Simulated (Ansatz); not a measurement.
# BiP: relaxing a made-up structure, part 2 of 2

Starting from a made-up structure for BiP, the aim is the relaxed cell, its shortest contacts and, where a second run follows, its electronic structure.

Ansatz 0.2.0; DFT, PBE, plane-wave PAW, files of the set soft_1, scalar-relativistic, no spin, cell and ions relaxed at zero pressure; PAW set soft_1 (the session's first sound run).

So far: The starting structure; Relaxation of the guess. The relaxed cell has a = 3.747, c = 14.517 Å (conventional setting).

## 3. Electronic structure of the relaxed cell

A second self-consistent run takes a narrower smearing and the mesh shown in its input; the bands follow along the standard path of the relaxed lattice.

This step: DFT, PBE, plane-wave PAW, files of the set soft_1, scalar-relativistic, no spin, bands and density of states at the relaxed cell; PAW set soft_1 (Ansatz 0.2.0).

The input, input.yaml:

```yaml
crystal:
  lattice:
    - [-1.8735060311, 1.8735060311, 7.2582986528]
    - [1.8735060311, -1.8735060311, 7.2582986528]
    - [1.8735060311, 1.8735060311, -7.2582986528]
  atoms:
    - { symbol: Bi, position: [0.0022249983, 0.5022249983, 0.5] }
    - { symbol: Bi, position: [0.2522249983, 0.2522249983, 0.0] }
    - { symbol: P, position: [0.5840750017, 0.0840750017, 0.5] }
    - { symbol: P, position: [0.8340750017, 0.8340750017, 0.0] }
kpoints:
  mp_grid: { grid: [12, 12, 12] }
  band_path:
    path:
      - [[0.0, 0.0, 0.0], [-0.5, 0.5, 0.0], [-0.5, 0.5, -0.03331275], [-0.26665638, 0.26665638, -0.26665638], [0.0, 0.0, 0.0], [0.5, 0.5, -0.5], [0.26665638, 0.73334362, -0.73334362], [0.0, 0.5, -0.5], [-0.25, 0.75, -0.25], [0.03331275, 0.96668725, -0.5], [0.5, 0.5, -0.5]]
      - [[-0.5, 0.5, 0.0], [-0.25, 0.75, -0.25]]
    npoints: 7
scf:
  occupations: { method: fermi_dirac, width: 0.03 }
  n_extra_bands: 8
hamiltonian:
  xc: pbe
  pseudopotentials: { kind: paw, azcp: { folder: soft_1 } }
output:
  forces: true
  stress: true
  write_bands: true
  dos: { projected: true }
  write_density: true
  write_potential: true
  elf: true
  volumetric_format: npy
```

Command:

```
> ansatz run input.yaml --threads 4 --pin off --max-ram 8192MiB --backend cpu --events-out ev --progress --plain --runs-dir out
```

Numbers of over 12 decimals in the logs are rounded to 6 here.

The program printed:

```text
[...]
Crystal: 4 atoms, lattice volume = 101.907 Å³
Basis set: ecut = 420 eV, 1981 PW (Γ), FFT grids on a1−a2, a2, a1+a3, exchange–correlation on 72×108×54 points (8 copies of the dense FFT grid, shifted against one another)
Bands: 28, of which v1, the nominal top of the filled ones, is band 20 counted from 1 (19 counted from 0)
Symmetry: 8 space group operations
[...]
k-points: 163 of 1728 (time reversal used)
[...]
SCF iter   1: F=—  HF=-26309.151869 eV  |F-HF|=—  |Δ(HF+E_count)|=         —  Δρ=3.00e-2  dr2=2.17e0  ethr=3.10e-3  ⟨swp⟩=8.5  Hψ=26309  notcnv=0
[...]
SCF iter   8: F=-26308.647112 eV  HF=-26308.647112 eV  |F-HF|=1.20e-8  |Δ(HF+E_count)|=   1.06e-7  Δρ=5.35e-6  dr2=5.38e-8  ethr=2.50e-10  ⟨swp⟩=17.3  Hψ=35332  notcnv=0
SCF 1 converged in 8 iterations: F = -26308.647112 eV  dr2 = 5.38e-8
[...]
NSCF: frozen V_eff on 79 k-points
SCF converged after 8 iterations
Free energy (F): -26308.647112 eV
[...]
Internal energy: -26308.639521 eV  (E = F + TS)
E sigma→0 (E₀):  -26308.643316 eV
Entropy (-TS):   -0.007591 eV (-1.898 meV/atom)
Fermi energy:    9.608423 eV
[...]
--- Forces (eV/Å), atoms counted from 1 ---
  atom   1  Bi    -0.00000000    -0.00000000     0.00018142
  atom   2  Bi     0.00000000    -0.00000000     0.00018142
  atom   3  P      0.00000000    -0.00000000    -0.00019686
  atom   4  P     -0.00000000     0.00000000    -0.00019686
  max |Σ_I F_I| component: 3.09e-5 eV/Å
--- Stress (GPa, compression-positive) ---
        0.009974       0.000000      -0.000000
        0.000000       0.009974       0.000000
       -0.000000       0.000000      -0.083255
  P = ⅓ Tr σ = -0.0211 GPa (-0.211 kbar)
--- Band table (eV; the first three rows and the last of 163) ---
  k-point 0: bands = [... 16 lower, 7.8754, 7.9414, 7.9414, 8.0900, 11.2693, 11.4259, 13.6304, 13.6304, ... 4 higher]
  k-point 1: bands = [... 16 lower, 7.3790, 8.1831, 8.3773, 9.4830, 11.0880, 11.6211, 13.2427, 13.3383, ... 4 higher]
  k-point 2: bands = [... 16 lower, 6.5628, 8.5948, 9.0383, 9.7507, 11.5217, 11.7079, 12.0423, 12.4978, ... 4 higher]
  k-point 162: bands = [... 16 lower, 7.9187, 7.9187, 8.6237, 8.6237, 11.6280, 11.6280, 12.4141, 12.4141, ... 4 higher]
```

Elapsed: 12 s, on 4 threads of Intel Xeon Platinum 8488C (Sapphire Rapids), shared host; peak memory 0.71 GiB.

This step gave:

```yaml
free_energy: -26308.6471 eV
energy_at_zero_smearing: -26308.6433 eV
smearing_term_ts: 0.007591 eV
fermi_energy: 9.608 eV
pressure: -0.02110 GPa
```

bands.tsv at the labelled points (eV, zero at the Fermi level; the bands that come nearest the Fermi level along the path):

```
point  band 17  band 18  band 19  band 20  band 21  band 22  band 23  band 24
    Γ    -1.73    -1.67    -1.67    -1.52     1.66     1.82     4.02     4.02
    X    -4.61    -4.61    -1.67    -1.67     0.15     0.15     1.58     1.58
    Y    -4.57    -4.57    -1.69    -1.69     0.05     0.05     1.75     1.75
    S    -2.80    -0.47    -0.01     0.15     1.41     1.81     2.25     2.31
    Γ    -1.73    -1.67    -1.67    -1.52     1.66     1.82     4.02     4.02
    Z    -1.69    -1.69    -0.98    -0.98     2.02     2.02     2.81     2.81
   S1    -2.80    -0.47    -0.01     0.15     1.41     1.81     2.25     2.31
    N    -1.65    -0.96    -0.37     0.11     1.66     1.72     2.34     2.60
    P    -4.67    -4.67    -1.54    -1.54    -0.20    -0.20     2.08     2.08
   Y1    -4.57    -4.57    -1.69    -1.69     0.05     0.05     1.75     1.75
    Z    -1.69    -1.69    -0.98    -0.98     2.02     2.02     2.81     2.81
    X    -4.61    -4.61    -1.67    -1.67     0.15     0.15     1.58     1.58
    P    -4.67    -4.67    -1.54    -1.54    -0.20    -0.20     2.08     2.08
```

Counts of states for the cell as run, both spins, by energy window (eV from the Fermi level):

```
from  to  total
  -8  -7   0.44
  -7  -6   0.10
  -6  -5   0.04
  -5  -4   2.03
  -4  -3   2.33
  -3  -2   2.54
  -2  -1   2.63
  -1   0   2.50
   0   1   1.22
   1   2   2.67
   2   3   2.24
   3   4   3.20
   4   5   2.17
```

Below -8 eV lie 27.5 more states.

Electrostatic potential energy in the ab plane of the cell as run, not the conventional one, at fractional z = 0.000, with atoms of Bi and P within 0.2 Å of it. With pseudopotentials it is smooth inside the atoms' cores, unlike the true potential.

Values in eV, 12 rows by 16 columns, each cell a mean:
```
 11  11  11  11  11  12  11  10  10  10   1 -23 -27  -8   9  12
 11  10   9   9  10  11  12  13  13  12   9 -11 -37 -38 -21   6
  7  11   9   7   7   9  11  12  13  13  13   9 -10 -34 -39 -19
  0  10  12  10   8   8  10  11  13  14  14  13  11   2 -15 -18
  6  10  12  12  11   9  10  11  12  13  13  14  13  13  10   6
  7   8  10  12  12  12  11  11  12  12  13  13  13  13  12  10
  2 -10  -9   2  10  12  12  12  11  11  11  11  12  13  12   9
  4 -21 -37 -33 -14   6  11  12  12  10   9   9  10  11  12  11
 10  -2 -32 -40 -39 -24   2  11  12  11   9   7   7   9  10  12
 12  10  -2 -28 -39 -40 -23   4  11  12  12  10   8   8  10  11
 12  13  11   5 -14 -30 -29  -7   8  11  11  11  11  10  10  11
 11  12  12  12  10   4  -2   0   7   8   5   2   7  11  11  11
```
Columns run along a (7.7 Å; values clipped at the 3rd and 97th percentile), rows up along b (7.7 Å). Atoms in or near the plane, at fractional coordinates: Bi at (0.25, 0.25), P at (0.83, 0.83).

ELF in the ab plane of the cell as run, not the conventional one, at fractional z = 0.000, with atoms of Bi and P within 0.2 Å of it. It is the smooth field of the valence electrons, not physical close to the nuclei.

Values, 12 rows by 16 columns, each cell a mean:
```
0.11 0.15 0.23 0.33 0.37 0.31 0.25 0.25 0.27 0.49 0.79 0.72 0.59 0.77 0.61 0.24
0.30 0.18 0.26 0.35 0.48 0.52 0.40 0.20 0.11 0.20 0.56 0.73 0.24 0.16 0.65 0.71
0.70 0.31 0.24 0.31 0.38 0.48 0.50 0.36 0.15 0.06 0.16 0.52 0.66 0.31 0.22 0.72
0.81 0.57 0.25 0.26 0.32 0.34 0.36 0.32 0.19 0.08 0.04 0.11 0.39 0.68 0.71 0.75
0.72 0.61 0.34 0.16 0.20 0.25 0.24 0.20 0.14 0.09 0.06 0.05 0.07 0.23 0.50 0.69
0.41 0.42 0.33 0.18 0.10 0.11 0.14 0.13 0.12 0.12 0.15 0.17 0.14 0.09 0.17 0.32
0.38 0.39 0.37 0.33 0.21 0.09 0.06 0.08 0.12 0.17 0.25 0.35 0.40 0.31 0.19 0.27
0.37 0.42 0.28 0.29 0.37 0.29 0.13 0.07 0.11 0.21 0.28 0.37 0.49 0.53 0.39 0.25
0.25 0.39 0.32 0.16 0.21 0.35 0.33 0.16 0.09 0.16 0.27 0.33 0.38 0.47 0.48 0.33
0.18 0.20 0.36 0.32 0.19 0.19 0.37 0.32 0.21 0.18 0.20 0.26 0.30 0.32 0.35 0.30
0.13 0.10 0.15 0.31 0.39 0.35 0.37 0.38 0.36 0.46 0.48 0.37 0.25 0.22 0.21 0.19
0.11 0.12 0.14 0.19 0.26 0.35 0.40 0.38 0.38 0.61 0.78 0.77 0.66 0.40 0.17 0.11
```
Columns run along a (7.7 Å), rows up along b (7.7 Å). Atoms in or near the plane, at fractional coordinates: Bi at (0.25, 0.25), P at (0.83, 0.83).

Valence density in the ab plane of the cell as run, not the conventional one, at fractional z = 0.000, with atoms of Bi and P within 0.2 Å of it. It is the smooth field of the valence electrons, not physical close to the nuclei.

Values in e/Å³, 12 rows by 16 columns, each cell a mean:
```
0.1 0.1 0.1 0.2 0.2 0.1 0.1 0.1 0.1 0.2 0.5 0.7 0.6 0.5 0.3 0.1
0.1 0.1 0.2 0.2 0.2 0.2 0.1 0.1 0.1 0.1 0.2 0.5 0.4 0.3 0.6 0.3
0.3 0.1 0.1 0.2 0.3 0.3 0.2 0.1 0.1 0.0 0.1 0.2 0.5 0.4 0.4 0.6
0.5 0.2 0.1 0.1 0.2 0.2 0.2 0.1 0.1 0.0 0.0 0.0 0.1 0.4 0.6 0.6
0.4 0.2 0.1 0.1 0.1 0.1 0.1 0.1 0.1 0.1 0.0 0.0 0.0 0.1 0.2 0.4
0.3 0.3 0.2 0.1 0.1 0.1 0.1 0.1 0.1 0.1 0.1 0.1 0.1 0.0 0.1 0.2
0.4 0.8 0.8 0.3 0.1 0.0 0.0 0.1 0.1 0.1 0.1 0.2 0.1 0.1 0.1 0.1
0.3 1.4 3.5 3.3 1.2 0.2 0.1 0.0 0.1 0.1 0.2 0.2 0.2 0.2 0.1 0.1
0.1 0.5 3.0 6.7 6.1 2.1 0.3 0.1 0.0 0.1 0.1 0.2 0.3 0.3 0.2 0.1
0.1 0.1 0.5 2.8 6.1 5.2 1.7 0.3 0.1 0.1 0.1 0.1 0.2 0.2 0.2 0.2
0.1 0.1 0.1 0.3 1.2 2.5 2.0 0.6 0.2 0.2 0.2 0.1 0.1 0.1 0.1 0.1
0.1 0.1 0.1 0.1 0.2 0.3 0.5 0.4 0.3 0.3 0.4 0.4 0.3 0.2 0.1 0.1
```
Columns run along a (7.7 Å), rows up along b (7.7 Å). Atoms in or near the plane, at fractional coordinates: Bi at (0.25, 0.25), P at (0.83, 0.83).

## 4. Summary of results

```yaml
space_group_relaxed: I4_1md
conventional_cell: a = 3.747, b = 3.747, c = 14.517 Å; α = 90.0°, β = 90.0°, γ = 90.0°
volume_per_atom: 25.48 Å³ (guess 22.52)
```

BiP relaxes to I4_1md with a = 3.747, b = 3.747 and c = 14.517 Å. The guessed volume was 12 % too small. The space group I4_1md was held in the relaxation, so the end point is a stationary structure within it and may be a saddle against distortions or other arrangements. Bands cross the Fermi level, so it is a metal or semimetal at this level. On the 12×12×12 mesh with the narrower smearing (relaxed on 10×10×10) the forces vanish, as symmetry may demand, and the largest stress component is 0.083 GPa, against the relaxation's thresholds of 0.015 eV/Å and 0.05 GPa. The cutoff wasn't tested. A vector of the cell changed its length by 13 %, more than the volume shows. Spin-orbit coupling is left out, which can matter for elements this heavy. No dispersion term is used, so weakly bound directions may come out too long. Nothing here tests whether the compound is stable against decomposition.

[Logs are printed without paths, hosts, clocks, repeated set-up lines and the standing remarks that a program may print on its own settings, such as how far it seeks lower states.]

[Hosts, paths, dates, database ids (printed as entryN), source tags and the programs' standing remarks are cut or masked in the printed files.]
